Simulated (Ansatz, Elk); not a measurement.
## Bonding as seen by X-rays: ZrPbCl6

Structure refinements treat a crystal as free atoms side by side. For a made-up structure of ZrPbCl6 (cell and positions from a PBE relaxation) the runs below show what the calculated density changes in F(hkl).

Calculated with Elk 11.2.3 (patched build); DFT, PBE, all-electron APW+lo, Dirac cores, scalar-relativistic bands, static density, no spin.

The structure was built from a prototype and need not be the compound's stable phase.

## 1. The starting structure

Symmetry: Fm-3m, No. 225, cubic system. Conventional cell: a = 10.764 Å, b = 10.764 Å, c = 10.764 Å, α = 90.00°, β = 90.00°, γ = 90.00°. Pb has 6 Cl at 2.90 Å nearest. Nearest to Zr lie 6 Cl at 2.48 Å. Cl has 1 Zr at 2.48 Å and 1 Pb at 2.90 Å nearest. Farther neighbours and most contacts between anions are not listed.

Structure file:

```cif
data_structure
_symmetry_space_group_name_H-M 'Fm-3m'
_symmetry_Int_Tables_number 225
_cell_length_a 10.7638
_cell_length_b 10.7638
_cell_length_c 10.7638
_cell_angle_alpha 90.000
_cell_angle_beta 90.000
_cell_angle_gamma 90.000
_cell_volume 1247.09
loop_
_atom_site_label
_atom_site_type_symbol
_atom_site_symmetry_multiplicity
_atom_site_Wyckoff_symbol
_atom_site_fract_x
_atom_site_fract_y
_atom_site_fract_z
_atom_site_occupancy
Pb1 Pb 4 b 0.50000 0.00000 0.00000 1
Zr1 Zr 4 a 0.00000 0.00000 0.00000 1
Cl1 Cl 24 e 0.00000 0.00000 0.76974 1
```

## 2. Ground state and structure factors

An all-electron density is needed, since X-rays see the cores too. Task 0 finds the density and task 195 Fourier-transforms it; tshift is off so that phases refer to the origin typed.

Contents of elk.in:

```
tasks
  0
  195

xctype
  20

spinpol
  .false.

rgkmax
  7.0

gmaxvr
  14.0

lmaxo
  7

lmaxapw
  8

swidth
  0.002

tshift
  .false.

ramdisk
  .false.

hmaxvr
  5.5

maxscl
  120

epspot
  1e-06

sppath
  './'

avec
  -0.00000000000 10.17033598782 10.17033598782
  10.17033598782 0.00000000000 10.17033598782
  10.17033598782 10.17033598782 0.00000000000

atoms
  3
  'Pb.in'
  1
  0.5000000000 0.5000000000 0.5000000000   0.000000 0.000000 0.000000
  'Zr.in'
  1
  0.0000000000 -0.0000000000 -0.0000000000   0.000000 0.000000 0.000000
  'Cl.in'
  6
  0.7697375113 0.7697375113 0.2302624887   0.000000 0.000000 0.000000
  0.2302624887 0.2302624887 0.7697375113   0.000000 0.000000 0.000000
  0.7697375113 0.2302624887 0.7697375113   0.000000 0.000000 0.000000
  0.2302624887 0.7697375113 0.2302624887   0.000000 0.000000 0.000000
  0.2302624887 0.7697375113 0.7697375113   0.000000 0.000000 0.000000
  0.7697375113 0.2302624887 0.2302624887   0.000000 0.000000 0.000000

ngridk
  4 4 4
```

On the command line:

```console
$ OMP_NUM_THREADS=4 elk
```

Numbers of over 12 decimals in the logs are rounded to 6 here.

What it wrote:

```text
┌─────────────────────────┐
│ Elk code version 11.2.3 │
└─────────────────────────┘

All units are atomic (Hartree, Bohr, etc.)

┌─────────────────────────────────────────────────┐
│ Ground-state run starting from atomic densities │
└─────────────────────────────────────────────────┘

Lattice vectors :
  -0.000000000       10.17033599       10.17033599
   10.17033599       0.000000000       10.17033599
   10.17033599       10.17033599       0.000000000

Reciprocal lattice vectors :
 -0.3088976271      0.3088976271      0.3088976271
  0.3088976271     -0.3088976271      0.3088976271
  0.3088976271      0.3088976271     -0.3088976271

Unit cell volume      :    2103.952338
Brillouin zone volume :   0.1178972589

Muffin-tin inner radius fraction :   0.1000000000E-01

Nuclei treated as point charges

Species : 1 (Pb)
 parameters loaded from : Pb.in
 name : lead
 nuclear charge    :   -82.00000000
 electronic charge :    82.00000000
 atomic mass :    377702.4943
 muffin-tin radius :    2.800000000
 number of radial points in muffin-tin :   1393
 inner part over the whole radius :   0.9993555083E-02
 number on inner part of muffin-tin    :   1001
 approximate nuclear radius :   0.1047603524E-03
 number of mesh points to nuclear radius :    525
 atomic positions (lattice), magnetic fields (Cartesian) :
  1 :   0.50000000  0.50000000  0.50000000    0.00000000  0.00000000  0.00000000

Species : 2 (Zr)
 parameters loaded from : Zr.in
 name : zirconium
 nuclear charge    :   -40.00000000
 electronic charge :    40.00000000
 atomic mass :    166291.1793
 muffin-tin radius :    2.509917448
 number of radial points in muffin-tin :   1193
 inner part over the whole radius :   0.9936801144E-02
 number on inner part of muffin-tin    :    847
 approximate nuclear radius :   0.8202877663E-04
 number of mesh points to nuclear radius :    418
 atomic positions (lattice), magnetic fields (Cartesian) :
  1 :   0.00000000  0.00000000  0.00000000    0.00000000  0.00000000  0.00000000

Species : 3 (Cl)
 parameters loaded from : Cl.in
 name : chlorine
 nuclear charge    :   -17.00000000
 electronic charge :    17.00000000
 atomic mass :    64626.86550
 muffin-tin radius :    2.123776303
 number of radial points in muffin-tin :    793
 inner part over the whole radius :   0.9905337652E-02
 number on inner part of muffin-tin    :    554
 approximate nuclear radius :   0.6305718926E-04
 number of mesh points to nuclear radius :    253
 atomic positions (lattice), magnetic fields (Cartesian) :
  1 :  -0.23026249 -0.23026249  0.23026249    0.00000000  0.00000000  0.00000000
  2 :   0.23026249  0.23026249 -0.23026249    0.00000000  0.00000000  0.00000000
  3 :  -0.23026249  0.23026249 -0.23026249    0.00000000  0.00000000  0.00000000
  4 :   0.23026249 -0.23026249  0.23026249    0.00000000  0.00000000  0.00000000
  5 :   0.23026249 -0.23026249 -0.23026249    0.00000000  0.00000000  0.00000000
  6 :  -0.23026249  0.23026249  0.23026249    0.00000000  0.00000000  0.00000000

Total number of atoms per unit cell :    8
Total muffin-tin volume :    398.9341091
 ratio of muffin-tin to unit cell volume :   0.1896117616

Spin treatment :
 spin-unpolarised

Number of Bravais lattice symmetries :   48
Number of crystal symmetries         :   48
Crystal has inversion symmetry
Real symmetric eigensolver will be used

k-point grid :      4     4     4
k-point offset :    0.000000000       0.000000000       0.000000000
k-point set is reduced with full crystal symmetry group
Total number of k-points :        8

Muffin-tin radius times maximum |G+k| :    7.000000000
 using average radius
Maximum |G+k| for APW functions       :    3.102050493
Maximum (1/2)|G+k|²                   :    4.811358631
Maximum |G| for potential and density :    14.00000000
Constant for pseudocharge density :   10
 order of it for each species :   17  17  17
 order of it for pair densities of each species (exact exchange by exxq0 0: 18) :   15  12   8
Radial integration step length :    1

[...]
correlation                 :     -11.055634788127
 electron entropic           :    -0.44492216229675E-11
 total energy                :     -27299.446640149

Density of states at Fermi energy :   0.5000295807E-07
 (states/Hartree/unit cell)

Estimated indirect band gap :   0.1457138150
 from k-point 3 to k-point 3
Estimated direct band gap   :   0.1457138150
 at k-point 3

Charges :
 core                        :    156.0000000
 valence                     :    68.00000000
 interstitial                :    13.39910617
 muffin-tins (core leakage)
  species : 1 (Pb)
[...]
species : 2 (Zr)
[...]
species : 3 (Cl)
[...]
total in muffin-tins        :    210.6008938
 total calculated charge     :    223.9963997
 total charge                :    224.0000000
 error                       :   0.3600333618E-02

RMS change in Kohn-Sham potential (target) :   0.3162489604     (  0.1000000000E-05)
Absolute change in total energy (target)   :   0.8596380620     (  0.1000000000E-03)

[... loops 3 to 13 left out ...]

┌──────────────────┐
│ Loop number : 14 │
└──────────────────┘

Energies :
 Fermi                       :    -0.25413311304371E-01
 sum of occupied eigenvalues :     -16685.889289609
 electron kinetic            :      30872.127874880
 core electron kinetic       :      30559.648403009
 Coulomb                     :     -57495.681587302
 Coulomb potential           :     -46679.492345918
 nuclear-nuclear             :     -1542.5661040580
 electron-nuclear            :     -65245.896019682
 Hartree                     :      9292.7805364381
 Madelung                    :     -34155.935414343
 xc potential                :     -878.52481857123
 exchange                    :     -662.68851133850
 correlation                 :     -11.057114981455
 electron entropic           :    -0.49621843167329E-11
 total energy                :     -27297.299338742

Density of states at Fermi energy :   0.5000830003E-07
 (states/Hartree/unit cell)

Estimated indirect band gap :   0.1223497338
 from k-point 4 to k-point 3
Estimated direct band gap   :   0.1276364087
 at k-point 3

Charges :
 core                        :    156.0000000
 valence                     :    68.00000000
 interstitial                :    13.62274302
 muffin-tins (core leakage)
  species : 1 (Pb)
[...]
species : 2 (Zr)
[...]
species : 3 (Cl)
[...]
total in muffin-tins        :    210.3772570
 total calculated charge     :    223.9965197
 total charge                :    224.0000000
 error                       :   0.3480272424E-02

RMS change in Kohn-Sham potential (target) :   0.5132674402E-06 (  0.1000000000E-05)
Absolute change in total energy (target)   :   0.2189239967E-04 (  0.1000000000E-03)

Convergence targets achieved

┌──────────────────┐
│ Loop number : 15 │
└──────────────────┘

Energies :
 Fermi                       :    -0.25413303071255E-01
 sum of occupied eigenvalues :     -16685.889312798
 electron kinetic            :      30872.127859422
 core electron kinetic       :      30559.648395297
 Coulomb                     :     -57495.681592824
 Coulomb potential           :     -46679.492336723
 nuclear-nuclear             :     -1542.5661040580
 electron-nuclear            :     -65245.896039864
 Hartree                     :      9292.7805510975
 Madelung                    :     -34155.935424463
 xc potential                :     -878.52483549785
 exchange                    :     -662.68851147747
 correlation                 :     -11.057114989072
 electron entropic           :    -0.49621851175167E-11
 total energy                :     -27297.299359869

Density of states at Fermi energy :   0.5000828909E-07
 (states/Hartree/unit cell)

Estimated indirect band gap :   0.1223495739
 from k-point 4 to k-point 3
Estimated direct band gap   :   0.1276363058
 at k-point 3

Charges :
 core                        :    156.0000000
 valence                     :    68.00000000
 interstitial                :    13.62274118
 muffin-tins (core leakage)
  species : 1 (Pb)
[...]
species : 2 (Zr)
[...]
species : 3 (Cl)
[...]
atom 4                    :    15.46740913     (  0.2691766928E-04)
   atom 5                    :    15.46740913     (  0.2691766928E-04)
   atom 6                    :    15.46740913     (  0.2691766928E-04)
 total in muffin-tins        :    210.3772588
 total calculated charge     :    223.9965197
 total charge                :    224.0000000
 error                       :   0.3480273880E-02

┌──────────────────────────────┐
│ Self-consistent loop stopped │
└──────────────────────────────┘

Warning : core states of species 1 leak from the muffin-tin :   0.1148678513E-02

Wrote STATE.OUT
```

Elapsed: 93 s, on 4 threads of Arm Neoverse V1, shared host; peak memory 0.5 GiB; 3.1 min of CPU time.

SFACRHO.OUT:

```text

h k l indices transformed by vhmat matrix:
   1.000000000       0.000000000       0.000000000    
   0.000000000       1.000000000       0.000000000    
   0.000000000       0.000000000       1.000000000    

      h      k      l  multipl.   |H|            Re(F)            Im(F)           |F|

      0      0      0      1   0.0000000       224.00000     -0.38287236E-16   224.00000    
      1      1      1      8  0.53502638      -29.465434      0.31023092E-13   29.465434    
      1      0      1      6  0.61779525       146.49326     -0.17918047E-13   146.49326    
     -1     -2     -1     12  0.87369443       82.527563      0.35129089E-13   82.527563    
      1      0      2     24   1.0244975      -42.956619      0.27373316E-13   42.956619    
      0      0      2      8   1.0700528       28.059945     -0.19161321E-13   28.059945    
     -2      0     -2      6   1.2355905       174.85509      0.34782369E-13   174.85509    
      0      2     -1     24   1.3464535      -52.776052      0.54746633E-14   52.776052    
      1      2     -1     24   1.3814322       121.39764     -0.17624031E-13   121.39764    
     -3     -1      0     24   1.5132831       73.502030      0.32847980E-13   73.502030    
     -1      2      2     24   1.6050792      -18.663930      0.25548429E-13   18.663930    
      0      0      3      8   1.6050792      -60.690132      0.23723541E-13   60.690132    
     -2     -2     -4     12   1.7473889       150.09232      0.63871071E-13   150.09232    
      4      2      1     48   1.8274630      -28.683705      0.54746633E-13   28.683705    
      0     -1      3     24   1.8533858       106.88806     -0.16880212E-13   106.88806    
     -3     -3      0      6   1.8533858       116.90081      0.47242016E-13   116.90081    
      3     -1      2     24   1.9536401       76.124801     -0.31023092E-13   76.124801    
      4      1      0     24   2.0255772      -37.303307      0.14416613E-12   37.303307
```

Elk indexes on the primitive cell of elk.in and gives |H| = 4π sin θ/λ in inverse bohr. Below, one row stands for each form hkl of the conventional cell (m members, Friedel mates merged), F is for one primitive cell and the density is static (no thermal factor). Free-atom factors are Waasmaier and Kirfel's, and R is Σm||F|−|F'||/Σm|F|.

```tsv
hkl	m	sin θ/λ (Å⁻¹)	abs F, DFT	neutral atoms	diff.	ions	diff.
111	8	0.081	29.465	29.852	-0.386	30.649	-1.184
200	6	0.093	146.493	146.715	-0.222	144.942	+1.551
220	12	0.131	82.528	83.142	-0.615	81.386	+1.141
311	24	0.154	42.957	42.903	+0.054	43.418	-0.461
222	8	0.161	28.060	28.977	-0.917	27.831	+0.229
400	6	0.186	174.855	174.282	+0.573	174.208	+0.647
331	24	0.203	52.776	52.456	+0.320	52.679	+0.097
420	24	0.208	121.398	121.332	+0.066	121.272	+0.126
422	24	0.228	73.502	73.701	-0.199	73.839	-0.337
511	24	0.241	18.664	18.691	-0.027	18.860	-0.196
333	8	0.241	60.690	60.324	+0.366	60.321	+0.369
440	12	0.263	150.092	150.190	-0.098	150.036	+0.056
531	48	0.275	28.684	28.602	+0.082	28.640	+0.043
442	24	0.279	106.888	107.046	-0.158	107.100	-0.212
```

The ions are Zr4+, Pb2+ and Cl−, by formal charge.

## 3. The highest occupied states alone

An energy window below the Fermi level keeps the highest occupied states, to see at which angles they scatter; shallow core shells can lie inside it and anion s states outside. No new self-consistency is needed.

Changes to elk.in since step 2:

```diff
@@ -1,3 +1,2 @@
 tasks
-  0
   195
@@ -40,2 +39,5 @@
 
+wsfac
+  -0.576650 0.274590
+
 sppath
```

On the command line:

```console
$ OMP_NUM_THREADS=4 elk
```

What it wrote:

```text
┌─────────────────────────────────┐
│ Elk code version 11.2.3 started │
└─────────────────────────────────┘

Info(readinput): the functional depends on the density's gradient
 muffin-tin radial points multiplied by    2.00000
 (not where nrmtscf is given)

┌────────────────────┐
│ Current task : 195 │
└────────────────────┘
Info(checkmt): changed muffin-tin radius of species 2 (Zr) from   2.6000 to   2.5099
Info(checkmt): changed muffin-tin radius of species 3 (Cl) from   2.2000 to   2.1238

Info(sfacrho): density structure factors written to SFACRHO.OUT

 Energy window :  -0.5766500000      0.2745900000

┌──────────────────┐
│ Elk code stopped │
└──────────────────┘
```

It took 50 s on 4 threads; peak memory 0.34 GiB; 54 s of CPU time.

States within 15 eV below the Fermi level hold 50.01 electrons; any levels below the window count with the cores. Their amplitudes can exceed the total, where window and core parts have opposite phase:

```tsv
hkl	sin θ/λ (Å⁻¹)	abs F, window	abs F, all
111	0.081	4.413	29.465
200	0.093	15.645	146.493
220	0.131	6.359	82.528
311	0.154	1.100	42.957
222	0.161	19.980	28.060
400	0.186	17.873	174.855
331	0.203	3.161	52.776
420	0.208	4.805	121.398
422	0.228	3.698	73.502
511	0.241	2.765	18.664
```

## 4. Another functional

The difference from free atoms is small, so it is set against the change that PBEsol makes.

Changes to elk.in since step 3:

```diff
@@ -1,2 +1,3 @@
 tasks
+  0
   195
@@ -4,3 +5,3 @@
 xctype
-  20
+  22
 
@@ -39,5 +40,2 @@
 
-wsfac
-  -0.576650 0.274590
-
 sppath
```

On the command line:

```console
$ OMP_NUM_THREADS=4 elk
```

What it wrote:

```text
┌─────────────────────────┐
│ Elk code version 11.2.3 │
└─────────────────────────┘

All units are atomic (Hartree, Bohr, etc.)

┌─────────────────────────────────────────────────┐
│ Ground-state run starting from atomic densities │
└─────────────────────────────────────────────────┘

Lattice vectors :
  -0.000000000       10.17033599       10.17033599
   10.17033599       0.000000000       10.17033599
   10.17033599       10.17033599       0.000000000

Reciprocal lattice vectors :
 -0.3088976271      0.3088976271      0.3088976271
[...]
species : 1 (Pb)
[...]
species : 2 (Zr)
[...]
species : 3 (Cl)
[...]
atom 5                    :    15.44760550     (  0.2715186707E-04)
   atom 6                    :    15.44760550     (  0.2715186707E-04)
 total in muffin-tins        :    210.2853329
 total calculated charge     :    223.9965594
 total charge                :    224.0000000
 error                       :   0.3440616180E-02

┌──────────────────────────────┐
│ Self-consistent loop stopped │
└──────────────────────────────┘

Warning : core states of species 1 leak from the muffin-tin :   0.1157969652E-02

Wrote STATE.OUT
[key lines of the parts left out:]
total energy                :     -27285.531011191
```

Run time: 97 s. Hardware: 4 threads; peak memory 0.49 GiB.

Against the first run R = 0.02 %; the largest change is -0.093 at 400.

## 5. Basis size

A smaller basis shows how fast F responds to it; the change is likely larger than the basis error of the first run, but doesn't show convergence.

Changes to elk.in since step 4:

```diff
@@ -5,3 +5,3 @@
 xctype
-  22
+  20
 
@@ -11,3 +11,3 @@
 rgkmax
-  7.0
+  5.5
```

On the command line:

```console
$ OMP_NUM_THREADS=4 elk
```

What it wrote:

```text
┌─────────────────────────┐
│ Elk code version 11.2.3 │
└─────────────────────────┘

All units are atomic (Hartree, Bohr, etc.)

┌─────────────────────────────────────────────────┐
│ Ground-state run starting from atomic densities │
└─────────────────────────────────────────────────┘

Lattice vectors :
  -0.000000000       10.17033599       10.17033599
   10.17033599       0.000000000       10.17033599
   10.17033599       10.17033599       0.000000000

Reciprocal lattice vectors :
 -0.3088976271      0.3088976271      0.3088976271
[...]
species : 1 (Pb)
[...]
species : 2 (Zr)
[...]
species : 3 (Cl)
[...]
atom 5                    :    15.41885910     (  0.2673823730E-04)
   atom 6                    :    15.41885910     (  0.2673823730E-04)
 total in muffin-tins        :    210.0321571
 total calculated charge     :    223.9966009
 total charge                :    224.0000000
 error                       :   0.3399095960E-02

┌──────────────────────────────┐
│ Self-consistent loop stopped │
└──────────────────────────────┘

Warning : core states of species 1 leak from the muffin-tin :   0.1148713760E-02

Wrote STATE.OUT
[key lines of the parts left out:]
total energy                :     -27297.132310611
```

Elapsed: 76 s, on 4 threads; peak memory 0.4 GiB.

Against the first run R = 0.03 %; the largest change is -0.126 at 400.

## 6. Settings against the effect

```tsv
run	R against the first run (%)	R against neutral atoms, low angle (%)	wall time
PBE, rgkmax 7	0.00	0.30	93 s
PBEsol	0.02	0.28	97 s
rgkmax 5.5	0.03	0.30	76 s
```

## 7. Summary of results

| Property | Result |
| --- | --- |
| R against neutral atoms, sin θ/λ < 0.3 Å⁻¹ | 0.30 % |
| R against neutral atoms, 0.3 to 0.75 Å⁻¹ | 0.12 % |
| R against ions, below 0.3 Å⁻¹ | 0.42 % |

**Reading.** Independent neutral atoms miss the calculated amplitudes by R = 0.30 % below 0.3 Å⁻¹ and 0.12 % from there to 0.75 Å⁻¹; by shells, 0.56 % below 0.15 Å⁻¹ (3 forms), 0.27 % 0.15 to 0.3 (13 forms), 0.19 % 0.3 to 0.45 (24 forms), 0.11 % above 0.45 (109 forms). Bonding, aspherical density and the tables' own atoms all enter these figures, and the runs don't part them. The largest change of an amplitude is -0.92 electrons, at 222. Formal ions give R = 0.42 % at low angle, further off than neutral atoms. The window's part falls from 50.0 electrons at the origin to at most 0.81 between 0.45 and 0.75 Å⁻¹, where compact states inside the window still scatter. Below 0.3 Å⁻¹ the changes that finished (PBEsol and rgkmax 5.5) move F by R = 0.05 % at most, against the 0.30 % that separates it from free atoms. The k-mesh has no finished test. Spin-orbit coupling is left out, which can matter for elements this heavy. Part of the difference isn't bonding: the tables are fits to free atoms and ions calculated by other methods than this functional. Thermal motion, anomalous dispersion and extinction are left out.

[Logs are printed without paths, hosts, clocks, repeated set-up lines and the standing remarks that a program may print on its own settings, such as how far it seeks lower states.]

[Hosts, paths, dates, database ids (printed as entryN), source tags and the programs' standing remarks are cut or masked in the printed files.]
